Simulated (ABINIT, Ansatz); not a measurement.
Planning a run of ABINIT 10.8.3 on NaHF2 (R-3m). The input:

```
acell 3*1.0 Angstrom
rprim 
  1.737000000015 1.002857417591 4.583333333300
  -1.737000000015 1.002857417591 4.583333333300
  -0.000000000000 -2.005714835182 4.583333333300
ntypat 3
znucl 11 1 9
natom 4
typat 1 2 3 3
xred 
  0.000000000000 0.000000000000 0.000000000000
  0.500000000000 0.500000000000 0.500000000000
  0.417600000000 0.417600000000 0.417600000000
  0.582400000000 0.582400000000 0.582400000000
pp_dirpath "pseudos"
pseudos "Na.upf, H.upf, F.upf"
ecut 38
iscf -2
irdden 1
kptopt 0
nkpt 59
kpt 
  0.00000000 0.00000000 0.00000000
  0.06250000 0.06250000 0.06250000
  0.12500000 0.12500000 0.12500000
  0.18750000 0.18750000 0.18750000
  0.25000000 0.25000000 0.25000000
  0.31250000 0.31250000 0.31250000
  0.37500000 0.37500000 0.37500000
  0.43750000 0.43750000 0.43750000
  0.50000000 0.50000000 0.50000000
  0.53767702 0.46232298 0.50000000
  0.57535404 0.42464596 0.50000000
  0.61303106 0.38696894 0.50000000
  0.65070808 0.34929192 0.50000000
  0.68838511 0.31161489 0.50000000
  0.72606213 0.27393787 0.50000000
  0.76373915 0.23626085 0.50000000
  0.80141617 0.19858383 0.50000000
  0.50000000 -0.19858383 0.19858383
  0.50000000 -0.17376085 0.17376085
  0.50000000 -0.14893787 0.14893787
  0.50000000 -0.12411489 0.12411489
  0.50000000 -0.09929191 0.09929191
  0.50000000 -0.07446894 0.07446894
  0.50000000 -0.04964596 0.04964596
  0.50000000 -0.02482298 0.02482298
  0.50000000 0.00000000 0.00000000
  0.43750000 0.00000000 0.00000000
  0.37500000 0.00000000 0.00000000
  0.31250000 0.00000000 0.00000000
  0.25000000 0.00000000 0.00000000
  0.18750000 0.00000000 0.00000000
  0.12500000 0.00000000 0.00000000
  0.06250000 0.00000000 0.00000000
  0.00000000 0.00000000 0.00000000
  0.04366149 -0.04366149 0.00000000
  0.08732298 -0.08732298 0.00000000
  0.13098447 -0.13098447 0.00000000
  0.17464595 -0.17464595 0.00000000
  0.21830744 -0.21830744 0.00000000
  0.26196893 -0.26196893 0.00000000
  0.30563042 -0.30563042 0.00000000
  0.34929191 -0.34929191 -0.00000000
  0.65070809 0.00000000 0.34929191
  0.63186958 0.00000000 0.36813042
  0.61303107 0.00000000 0.38696893
  0.59419256 0.00000000 0.40580744
  0.57535404 0.00000000 0.42464596
  0.55651553 0.00000000 0.44348447
  0.53767702 0.00000000 0.46232298
  0.51883851 0.00000000 0.48116149
  0.50000000 0.00000000 0.50000000
  0.43750000 0.00000000 0.43750000
  0.37500000 0.00000000 0.37500000
  0.31250000 0.00000000 0.31250000
  0.25000000 0.00000000 0.25000000
  0.18750000 0.00000000 0.18750000
  0.12500000 0.00000000 0.12500000
  0.06250000 0.00000000 0.06250000
  0.00000000 0.00000000 0.00000000
istwfk *1
nband 19
nbdbuf 2
tolwfr 1e-08
nstep 40
prtwf 0
prtvol 0
indata_prefix "in"
outdata_prefix "out"
tmpdata_prefix "tmp"
```

```sh
OMP_NUM_THREADS=1 mpirun -n 4 abinit run.abi > log
```

Q: Estimate wall time and host memory on 4 MPI ranks of Arm Neoverse N1, shared host.

It took 44 s; on shared hardware allow 22 s to 88 s. Peak host memory was 0.37 GiB.

[Paths, hosts, dates, memory and timing lines, banners, echoed tables and standing remarks are left out of the program output.]

[Logs are printed without paths, hosts, clocks, repeated set-up lines and the standing remarks that a program may print on its own settings, such as how far it seeks lower states.]

[Runs of the session that timed out or met a known fault of the program may be left out.]

[Hosts, paths, dates, database ids (printed as entryN), source tags and the programs' standing remarks are cut or masked in the printed files.]

[G0W0 gaps are taken among the corrected bands and points alone; a level outside them can change the order at an edge.]

[Where Ansatz stands beside ABINIT at settings called matched, ABINIT's density can come from a denser mesh and the files from another edition; pairs whose starting gaps differed by over 0.03 eV were left out, so agreement reads better than it is.]
